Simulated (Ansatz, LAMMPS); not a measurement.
## Convergence of a linear-scaling basis for amorphous 84SiO2-16PbO (mol %) (122 atoms)

Aim: test how closely localised support functions follow the reference on amorphous 84SiO2-16PbO (mol %) (122 atoms), and at what cost. A setting counts as converged where the r.m.s. difference of forces stays under 1 % of the r.m.s. force.

Calculated with Ansatz 0.2.0; Kohn-Sham DFT, PBE, PAW (set soft_2), plane waves.

**1. Starting point**

The cell holds 122 atoms: 36 Si, 7 Pb and 79 O. Its edges and angles: a = 12.166 Å, b = 12.166 Å, c = 12.166 Å, α = 90.0°, β = 90.0°, γ = 90.0°. 122 atoms (36 Si, 7 Sr, 79 O) placed at random at 2.61 g/cm³, melted at 5000 K for 10 ps at fixed volume with the Morse and Coulomb pair potential with partial charges (Pedone, Malavasi, Menziani, Cormack and Segre, J. Phys. Chem. B 110, 11780 (2006)). Quenched from 5000 K to 300 K at 100 K/ps and fixed volume, held 10 ps at zero pressure, then minimised at fixed cell. Then Sr was replaced by Pb and the cell scaled by 1.008 (the potential has no terms for the new elements, so the cell is a start for a DFT relaxation).

Limits known from the start: The quench rate of 100 K/ps far exceeds what a furnace or splat quench reaches, so expect more defects and frozen-in strain than in a real sample. The starting topology of bonds comes from the classical model, and needn't be the one that DFT or experiment would give. The Brillouin zone is sampled at Γ only, in a cell whose shortest periodic width is 12 Å. The levels lack spin–orbit coupling, which is large for the heavy elements here.

**2. How the cell was made**

A classical potential supplies the starting structure, since it reaches far longer times than DFT.

This step: classical MD, Morse and Coulomb pair potential with partial charges (Pedone, Malavasi, Menziani, Cormack and Segre, J. Phys. Chem. B 110, 11780 (2006)) (LAMMPS 22 Jul 2025 - Update 4).

The input, in.lmp:

```
# melt-quench of Si36Sr7O79
units metal
atom_style charge
boundary p p p
region box block 0 12.2423 0 12.2423 0 12.2423
create_box 3 box
mass 1 28.0850   # Si
mass 2 87.6200   # Sr
mass 3 15.9990   # O
create_atoms 1 random 36 733024 NULL overlap 1.5 maxtry 2000
create_atoms 2 random 7 733031 NULL overlap 1.5 maxtry 2000
create_atoms 3 random 79 733038 NULL overlap 1.5 maxtry 2000
pair_style hybrid/overlay pedone 5.5 coul/long 8.0
pair_coeff * * coul/long
pair_coeff 1 3 pedone 0.340554 2.006700 2.100000 1   # Si-O
pair_coeff 2 3 pedone 0.019623 1.886000 3.328330 3   # Sr-O
pair_coeff 3 3 pedone 0.042395 1.379316 3.618701 22   # O-O
set type 1 charge 2.4
set type 2 charge 1.2
set type 3 charge -1.2
kspace_style pppm 1.0e-4
neigh_modify delay 0 every 1 check yes
thermo_style custom step time temp pe press density
thermo_modify norm yes
timestep 0.002
thermo 100
min_style cg
minimize 1e-4 1e-4 200 2000
reset_timestep 0
velocity all create 5000 733025 mom yes dist gaussian
fix lim all nve/limit 0.05
fix lan all langevin 5000 5000 0.2 733026 zero yes
thermo 500
run 1000 post no
# [... 10 lines left out ...]
thermo 1666
fix md all npt temp 300 300 0.2 iso 0 0 2
run 5000 post no
unfix md
thermo 100
min_style cg
minimize 0 1e-3 2000 20000
write_dump all custom glass.dump id type xs ys zs modify sort id
```

Launch:

```sh
lmp -in in.lmp -log none -nocite
```

Log:

```text
LAMMPS (22 Jul 2025 - Update 4)
Created orthogonal box = (0 0 0) to (12.2423 12.2423 12.2423)
Created 36 atoms
Created 7 atoms
Created 79 atoms
PPPM initialization ...
  G vector (1/distance) = 0.39206133
  grid = 15 15 15
  estimated relative force accuracy = 3.7322595e-05
   Step          Time           Temp          PotEng         Press         Density
         0   0              0             -1.7836436      535519.48      2.6139993
       100   0.2            0             -16.324881     -8138.2202      2.6139993
Loop time of 0.0826798 s on 1 MPI rank(s) for 100 steps with 122 atoms
Minimization stats:
  Stopping criterion = energy tolerance
  Energy initial, next-to-last, final =
     -1.78364362268852  -16.3234557919014  -16.3248813794194
  Force two-norm initial, final = 350.32827 3.0674666
  Iterations, force evaluations = 100 131
   Step          Time           Temp          PotEng         Press         Density
[... 12 lines left out ...]
[... 1 line left out ...]
Loop time of 2.77004 s on 1 MPI rank(s) for 5000 steps with 122 atoms
   Step          Time           Temp          PotEng         Press         Density
[... 12 lines left out ...]
Loop time of 12.4789 s on 1 MPI rank(s) for 23500 steps with 122 atoms
   Step          Time           Temp          PotEng         Press         Density
[... 3 lines left out ...]
     33320   66.64          340.01942     -16.455312      352.37386      2.7175826
     34500   69             307.97981     -16.458769      5910.1133      2.7277751
Loop time of 3.74602 s on 1 MPI rank(s) for 5000 steps with 122 atoms
   Step          Time           Temp          PotEng         Press         Density
     34500   69             307.97981     -16.458771      5908.8905      2.7277751
     34538   69.076         307.97981     -16.496385      4315.5256      2.7277751
Loop time of 0.0624796 s on 1 MPI rank(s) for 38 steps with 122 atoms
Minimization stats:
  Stopping criterion = linesearch alpha is zero
  Energy initial, next-to-last, final =
     -16.4587713968633  -16.4963851347265  -16.4963851347265
  Force two-norm initial, final = 13.435341 0.18359321
  Iterations, force evaluations = 38 105
```

Run time: 20 s. Hardware: 1 thread of Arm Neoverse V2, shared host; peak memory 0.071 GiB.

**3. Plane-wave single point**

The first run fixes the reference, at a cutoff of 420 eV.

The input, input.yaml:

```yaml
crystal:
  lattice:
    - [12.16623, 0.0, 0.0]
    - [0.0, 12.16623, 0.0]
    - [0.0, 0.0, 12.16623]
  atoms:
    - { symbol: Si, position: [0.79647, 0.21731, 0.70792] }
    - { symbol: Si, position: [0.0163, 0.07094, 0.30937] }
    - { symbol: Si, position: [0.79754, 0.50484, 0.24229] }
    - { symbol: Si, position: [0.00241, 0.35934, 0.0008] }
    - { symbol: Si, position: [0.61596, 0.24532, 0.88193] }
    - { symbol: Si, position: [0.34623, 0.53295, 0.01068] }
    - { symbol: Si, position: [0.96422, 0.31023, 0.25564] }
    - { symbol: Si, position: [0.69155, 0.04594, 0.55668] }
    - { symbol: Si, position: [0.66727, 0.57879, 0.78912] }
    - { symbol: Si, position: [0.05243, 0.03904, 0.56815] }
    - { symbol: Si, position: [0.9542, 0.14465, 0.90497] }
    - { symbol: Si, position: [0.74279, 0.83196, 0.41834] }
    - { symbol: Si, position: [0.74633, 0.6081, 0.55551] }
    - { symbol: Si, position: [0.73639, 0.1045, 0.05212] }
    - { symbol: Si, position: [0.56051, 0.50766, 0.24527] }
    - { symbol: Si, position: [0.35707, 0.29522, 0.89375] }
    - { symbol: Si, position: [0.37961, 0.87992, 0.00529] }
    - { symbol: Si, position: [0.52874, 0.70408, 0.07961] }
    - { symbol: Si, position: [0.47424, 0.95715, 0.65788] }
    - { symbol: Si, position: [0.27417, 0.14906, 0.3002] }
    - { symbol: Si, position: [0.75143, 0.84387, 0.03755] }
    - { symbol: Si, position: [0.32418, 0.54916, 0.27429] }
    - { symbol: Si, position: [0.84035, 0.37526, 0.51368] }
    - { symbol: Si, position: [0.19425, 0.36422, 0.36908] }
    - { symbol: Si, position: [0.54648, 0.46144, 0.60027] }
    - { symbol: Si, position: [0.08349, 0.53002, 0.69034] }
    - { symbol: Si, position: [0.62182, 0.26242, 0.44193] }
    - { symbol: Si, position: [0.39201, 0.12296, 0.07635] }
    - { symbol: Si, position: [0.58543, 0.26456, 0.18486] }
    - { symbol: Si, position: [0.46389, 0.74157, 0.79449] }
    - { symbol: Si, position: [0.06479, 0.30194, 0.5769] }
    - { symbol: Si, position: [0.10732, 0.58587, 0.94715] }
    [... 84 atom lines left out ...]
    - { symbol: O, position: [0.62953, 0.81513, 0.35948] }
    - { symbol: O, position: [0.04335, 0.68492, 0.99323] }
    - { symbol: O, position: [0.88332, 0.1831, 0.79877] }
    - { symbol: O, position: [0.88307, 0.40026, 0.95235] }
    - { symbol: O, position: [0.739, 0.94705, 0.4867] }
    - { symbol: O, position: [0.67754, 0.23404, 0.76586] }
kpoints:
  mp_grid: { grid: [1, 1, 1] }
hamiltonian:
  xc: pbe
scf:
  occupations: { method: gaussian, width: 0.05 }
output:
  forces: true
  stress: true
  populations: true
  dos:
    method: { smearing: { sigma: 0.15 } }
    de: 0.1
    projected: { site_lists: { O: [O], Pb: [Pb], Si: [Si] } }
  eigenvalues: true
  write_density: true
  write_potential: true
  volumetric_format: npy
  elf: true
```

Launch:

```sh
ansatz run input.yaml --threads 4 --pin off --max-ram 8192MiB --backend cpu --events-out ev --progress --plain --runs-dir out
```

Log:

```text
Engine: ansatz 0.2.0, aarch64-unknown-linux-gnu
Pseudopotentials: kind: paw
Pseudopotential: Si, paw, valence charge 4, recommended cutoff 420 eV (normal), Si.paw.azcp
Pseudopotential: Pb, paw, valence charge 14, recommended cutoff 420 eV (normal), Pb.paw.azcp
Pseudopotential: O, paw, valence charge 6, recommended cutoff 420 eV (normal), O.paw.azcp
[... 5 lines on functional and potentials left out ...]
Crystal: 122 atoms, lattice volume = 1800.811 Å³
Basis set: ecut = 420 eV, 35273 PW (Γ), exchange–correlation on 180×180×180 points (8 copies of the dense FFT grid, shifted against one another)
Bands: 480, of which v1, the nominal top of the filled ones, is band 358 counted from 1 (357 counted from 0)
Symmetry: 1 space group operations
Space group: P1 (ITA 1), of the structure as read, at distance tolerance 1.2e-4 Å
k-points: 1
[... 7 lines on functional and potentials left out ...]
Initial density: superposition of atomic densities (neutral atoms: chi_scale 0, normalization atom), corrected by the library's trained network
Initial wavefunctions: pseudopotential atomic-orbital guess
Functional: x = pbe(κ = 0.804, μ = 0.219515), c = pbe(β = 0.066725)
SCF iter   1: F=—  HF=-151167.399081 eV  |F-HF|=—  |Δ(HF+E_count)|=         —  Δρ=2.28e-3  dr2=1.53e-1  ethr=1.77e-3  ⟨swp⟩=6.0  Hψ=2280  notcnv=0  defer=66
preconditioner: auto → Resta (q_TF=auto, 2.340 Å⁻¹)  ε∞=3.1  [insulator: Δε(μ)=2.373 eV  Ē_g=16.164 eV  σ=0.050 eV  W_gap=1.00  n_scr=388 (ndim 8)  ℏωp=23.4 eV  f_vac=0.167  D(μ)=0.00/eV (n_scr^D=0)  ε∞_Penn≈3.1]
SCF iter   2: F=—  HF=-151167.388580 eV  |F-HF|=—  |Δ(HF+E_count)|=   1.05e-2  Δρ=1.24e-3  dr2=3.64e-2  ethr=2.14e-5  ⟨swp⟩=2.0  Hψ=803  notcnv=0  defer=105
SCF iter   3: F=—  HF=-151167.388085 eV  |F-HF|=—  |Δ(HF+E_count)|=   4.95e-4  Δρ=7.09e-4  dr2=1.29e-2  ethr=5.08e-6  ⟨swp⟩=2.0  Hψ=665  notcnv=0  defer=105
SCF iter   4: F=—  HF=-151167.386449 eV  |F-HF|=—  |Δ(HF+E_count)|=   1.64e-3  Δρ=2.32e-4  dr2=1.24e-3  ethr=1.80e-6  ⟨swp⟩=2.0  Hψ=660  notcnv=0  defer=105
SCF iter   5: F=—  HF=-151167.386419 eV  |F-HF|=—  |Δ(HF+E_count)|=   3.03e-5  Δρ=1.16e-4  dr2=2.56e-4  ethr=1.74e-7  ⟨swp⟩=2.0  Hψ=666  notcnv=0  defer=105
SCF iter   6: F=—  HF=-151167.386438 eV  |F-HF|=—  |Δ(HF+E_count)|=   1.98e-5  Δρ=4.07e-5  dr2=3.26e-5  ethr=3.57e-8  ⟨swp⟩=2.0  Hψ=654  notcnv=0  defer=105
SCF iter   7: F=—  HF=-151167.390644 eV  |F-HF|=—  |Δ(HF+E_count)|=   4.21e-3  Δρ=2.44e-5  dr2=1.00e-5  ethr=4.55e-9  ⟨swp⟩=2.0  Hψ=776  notcnv=0  defer=115
SCF iter   8: F=—  HF=-151167.390644 eV  |F-HF|=—  |Δ(HF+E_count)|=   2.68e-7  Δρ=7.73e-6  dr2=1.24e-6  ethr=1.40e-9  ⟨swp⟩=2.0  Hψ=660  notcnv=0  defer=115
SCF iter   9: F=—  HF=-151167.390645 eV  |F-HF|=—  |Δ(HF+E_count)|=   4.79e-7  Δρ=3.72e-6  dr2=2.39e-7  ethr=1.73e-10  ⟨swp⟩=2.0  Hψ=660  notcnv=0  defer=115
SCF iter  10: F=-151167.390645 eV  HF=-151167.390645 eV  |F-HF|=6.34e-9  |Δ(HF+E_count)|=   1.83e-9  Δρ=1.39e-6  dr2=3.77e-8  ethr=1.40e-11  ⟨swp⟩=20.0  Hψ=4515  notcnv=0
SCF 1 converged in 10 iterations: F = -151167.390645 eV  dr2 = 3.77e-8
  greatest PAW one-centre occupation: 0.984 electrons in one spin orbital (limit 2), on the Pb atom at site 42 (counted from 0), in its partial waves of l = 2
WARN: The input density's exchange-correlation potential varies sharply where the density is thin. Do not read a vacuum level from v_tot or v_xc, or from such a field of the output density. On a cell that repeats whose density bears no net charge and no dipole along the vacuum's axis use v_es (v_loc + v_h of the components); [...]
SCF converged after 10 iterations
Free energy (F): -151167.390645 eV
Harris-Foulkes:  -151167.390645 eV  (|F-HF|=6.34e-9)
Internal energy: -151167.390645 eV  (E = F + TS)
E sigma→0 (E₀):  -151167.390645 eV
Fermi energy:    4.700604 eV
--- Per-component energies (eV) ---
  E_band       = -3484.572432
  E_kinetic    = 17687.458332
  E_local      = -52111.266569  (includes V_loc(G=0)·N_el)
  E_nonlocal   = 7112.355175
  E_hartree    = 19619.610432
  E_xc         = -9411.762739
  E_vxc        = -10113.655162  (∫ρ·V_xc dr)
  E_paw        = -103839.032596  (= ΣΔE_a)
  E_vpaw       = -5298.882114  (= ΣTr[D̂ρ^β])
  E_aug_tail   = 0.202605  (compensation charges beyond the density's cutoff)
  E_ewald      = -30224.955285
  E_smearing   = -0.000000  (= −TS)
  E_closure    = -0.000000  (closes the sum)
  Σ components = -151167.390645   (vs F -151167.390645, Δ=0.00e0)
--- Forces (eV/Å), atoms counted from 1 ---
  atom   1  Si    -0.94512110     0.45488235    -0.10663208
  atom   2  Si     2.14491167     1.60667421     0.81516281
  atom   3  Si    -0.82743953    -0.47390204    -2.19828863
  atom   4  Si    -1.90955576     0.78208952     0.70324405
  atom   5  Si     2.07486131     0.43200611     1.34799217
  atom   6  Si    -0.00067606     0.65036034     1.55684211
  atom   7  Si     1.16430134    -0.14948831    -1.02827705
  atom   8  Si    -1.02699130     1.16640136     0.21842058
  atom   9  Si    -1.59802205    -1.55959937    -2.42341699
  atom  10  Si     1.73881659     1.32418413    -2.53812829
  atom  11  Si    -2.38639006     1.99935591     1.10640104
  atom  12  Si    -1.33101933    -0.75356303    -0.27532566
  atom  13  Si    -2.45690197    -1.81465788     1.12491620
  atom  14  Si    -0.47866405     1.29627895    -1.45784421
[...]
atom 121  O      1.23164329    -0.02716987     0.05186244
  atom 122  O     -0.68541470     0.06959509    -0.67152785
  max |Σ_I F_I| component: 3.20e-5 eV/Å
--- Stress (GPa, compression-positive) ---
        2.350228       0.327455      -0.067797
        0.327456       0.138884      -1.075334
       -0.067798      -1.075336       2.447242
  P = ⅓ Tr σ = 1.6455 GPa (16.455 kbar)
--- Band table (eV) ---
  k-point 0: bands = ["-17.1426", "-16.9845", "-16.8786", "-16.7311", [... 464 levels ...], "13.4483", "13.4806", "13.5208", "13.5351", "13.5578", "13.5909", "13.6309", "13.6513", "13.6860", "13.7389", "13.7495", "13.7681"]
--- Löwdin populations: 122 sites ---
  site symbol       q [e]
     0     Si      2.2160
     1     Si      2.2722
     2     Si      2.2122
[...]
121      O      6.8021
  spilling = 0.011699 (of n_electrons = 716.000000)
```

Run time: 41 s. Hardware: 4 threads of Arm Neoverse V2, shared host; peak memory 2.6 GiB; 2.6 min of CPU time.

The program notes that the exchange-correlation potential is rough where the density is thin.

Numbers from this run:

```yaml
free_energy: -151167.3906 eV
free_energy_per_atom: -1239.0770 eV/atom
scf_cycles: 10
pressure: 1.645 GPa
r_m_s_force_component: 0.921 eV/Å
longest_force: 3.349 eV/Å
fermi_energy: 4.701 eV
spacing_of_highest_filled_and_lowest_empty_level: 2.168 eV
spilling_of_the_projection: 0.0117
```

The r.m.s. force component of 0.92 eV/Å sets the scale for the differences below.

**4. Support functions medium**

With localised support functions most steps grow linearly with size, though the diagonalisation grows faster unless the density matrix is cut; this run measures error and cost at this size. Besides, the program derives a nominal cutoff of 464 eV for this run, against the reference's 420.

This step: Kohn-Sham DFT, PBE, PAW (set soft_2), localised support functions (medium) (Ansatz 0.2.0).

input.yaml, the sections that differ from step 3:

```yaml
scf:
  occupations: { method: gaussian, width: 0.05 }
  eigensolver: { kind: { support_functions: { accuracy: medium } } }
  max_iter: 150
output:
  forces: true
# crystal, kpoints, hamiltonian: as in step 3
```

Log:

```text
Warning: scf.eigensolver.kind.support_functions: disabling space-group detection — the functions' gradient is summed over unrotated k-points, so no spatial operation reduces the k-mesh or symmetrises the density; time reversal is kept, so that k and −k are solved as one point where they differ and the mesh holds both, and exact exchange and, on two spinor components, a DFT+U term hold to it where the run has them: [...]
Warning: basis.ecutwfc = 464 eV, auto-derived: no grid that the accuracy of the support functions lays serves the files at the lower one that their records recommend; a deck with other species or settings can derive another value
settings of this run that can trade accuracy for cost: scf.eigensolver.kind.support_functions [...]
[...]
Crystal: 122 atoms, lattice volume = 1800.811 Å³
Basis set: ecut = 464 eV, 40747 PW (Γ), exchange–correlation on 180×180×180 points (8 copies of the dense FFT grid, shifted against one another)
Bands: 430, of which v1, the nominal top of the filled ones, is band 358 counted from 1 (357 counted from 0)
Symmetry: 1 space group operations
k-points: 1
[...]
SCF iter   1: F=—  HF=-151144.646118 eV  |F-HF|=—  |Δ(HF+E_count)|=         —  Δρ=1.08e-1  dr2=2.09e2  ethr=1.00e-1
[...]
SCF iter  14: F=—  HF=-151167.953912 eV  |F-HF|=—  |Δ(HF+E_count)|=   2.05e-3  Δρ=1.32e-5  dr2=3.41e-6  ethr=1.15e-9  κ⁻¹=9.0e-5(r=7)
SCF iter  15: F=-151167.953912 eV  HF=-151167.953912 eV  |F-HF|=2.51e-8  |Δ(HF+E_count)|=   1.79e-7  Δρ=3.65e-6  dr2=3.47e-7  ethr=4.77e-10
SCF 1 converged in 15 iterations: F = -151167.982031 eV  dr2 = 3.47e-7
[...]
SCF converged after 15 iterations
Stability not checked: this state was not tested for a lower state beside it, because the mixer in use, unlike msr1, does not test its closes by its own steps (another_mixer; see scf.mixing.algorithm and scf.lower_state_search)
Free energy (F): -151167.982031 eV
[...]
Internal energy: -151167.982031 eV  (E = F + TS)
E sigma→0 (E₀):  -151167.982031 eV
Fermi energy:    4.700610 eV
[...]
Σ components = -151167.982031   (vs F -151167.982031, Δ=0.00e0)
--- Forces (eV/Å), atoms counted from 1 ---
  atom   1  Si    -0.94561328     0.45499236    -0.10670507
  atom   2  Si     2.14531882     1.60769376     0.81554480
  atom   3  Si    -0.82825806    -0.47394299    -2.19897196
  atom   4  Si    -1.91030567     0.78237592     0.70304149
[...]
atom 122  O     -0.68538536     0.06944753    -0.67097802
  max |Σ_I F_I| component: 2.53e-4 eV/Å
--- Band table (eV) ---
[...]
guard bands above this table: 62 of the run's 430 bands (output.publish_guard_bands: true publishes all)
[...]
```

Elapsed: 2.6 min, on 4 threads; peak memory 5.3 GiB.

The program notes that the band table was not solved further than the SCF left it and it switched symmetry off.

Keys that differ from the reference: support_functions.accuracy = "medium" and scf.max_iter = 150.

Forces differ from the reference by 0.56 meV/Å r.m.s., 0.061 % of their size, well within a tolerance of 1 %; the energy by -4.8 meV/atom. It took roughly 3.8 times the reference's time (one timing each, with unlike analyses asked), in 15 cycles against 10.

**5. Support functions low**

The cell is solved in localised support functions.

This step: Kohn-Sham DFT, PBE, PAW (set soft_2), localised support functions (low) (Ansatz 0.2.0).

input.yaml, the sections that differ from step 4:

```yaml
scf:
  occupations: { method: gaussian, width: 0.05 }
  eigensolver: { kind: { support_functions: { accuracy: low } } }
  max_iter: 150
# crystal, kpoints, hamiltonian, output: as in step 4
```

Log:

```text
[...]
Crystal: 122 atoms, lattice volume = 1800.811 Å³
Basis set: ecut = 420 eV, 35273 PW (Γ), exchange–correlation on 180×180×180 points (8 copies of the dense FFT grid, shifted against one another)
Bands: 430, of which v1, the nominal top of the filled ones, is band 358 counted from 1 (357 counted from 0)
Symmetry: 1 space group operations
k-points: 1
[...]
SCF iter   1: F=—  HF=-151144.642857 eV  |F-HF|=—  |Δ(HF+E_count)|=         —  Δρ=1.08e-1  dr2=2.09e2  ethr=1.00e-1
[...]
SCF iter  12: F=—  HF=-151167.950372 eV  |F-HF|=—  |Δ(HF+E_count)|=   2.88e-3  Δρ=3.36e-5  dr2=3.45e-5  ethr=1.54e-8  κ⁻¹=5.4e-5(r=7)
SCF iter  13: F=-151167.952641 eV  HF=-151167.952647 eV  |F-HF|=6.22e-6  |Δ(HF+E_count)|=   2.27e-3  Δρ=2.32e-5  dr2=1.17e-5  ethr=4.81e-9
SCF 1 converged in 13 iterations: F = -151167.981845 eV  dr2 = 1.17e-5
[...]
SCF converged after 13 iterations
[...]
Free energy (F): -151167.981845 eV
[...]
Internal energy: -151167.981845 eV  (E = F + TS)
E sigma→0 (E₀):  -151167.981845 eV
Fermi energy:    4.699905 eV
[...]
Σ components = -151167.981845   (vs F -151167.981845, Δ=0.00e0)
--- Forces (eV/Å), atoms counted from 1 ---
  atom   1  Si    -0.94581919     0.45493531    -0.10659608
  atom   2  Si     2.14528005     1.60757234     0.81472750
  atom   3  Si    -0.82825397    -0.47426272    -2.19902738
  atom   4  Si    -1.91056462     0.78222066     0.70306481
[...]
atom 122  O     -0.68534094     0.06947911    -0.67098288
  max |Σ_I F_I| component: 7.58e-4 eV/Å
--- Band table (eV) ---
[...]
```

Run time: 2.5 min. Hardware: 4 threads; peak memory 5.2 GiB.

Keys that differ from the reference: support_functions.accuracy = "low" and scf.max_iter = 150.

Forces differ from the reference by 0.65 meV/Å r.m.s., 0.071 % of their size, well within a tolerance of 1 %; the energy by -4.8 meV/atom. It took roughly 3.7 times the reference's time (one timing each, with unlike analyses asked), in 13 cycles against 10.

[end of part 1 of 2]

[Long decimals in the printed logs are rounded to 6 places.]

[Logs are printed without paths, hosts, clocks, repeated set-up lines and the standing remarks that a program may print on its own settings, such as how far it seeks lower states.]

[Hosts, paths, dates, database ids (printed as entryN), source tags and the programs' standing remarks are cut or masked in the printed files.]
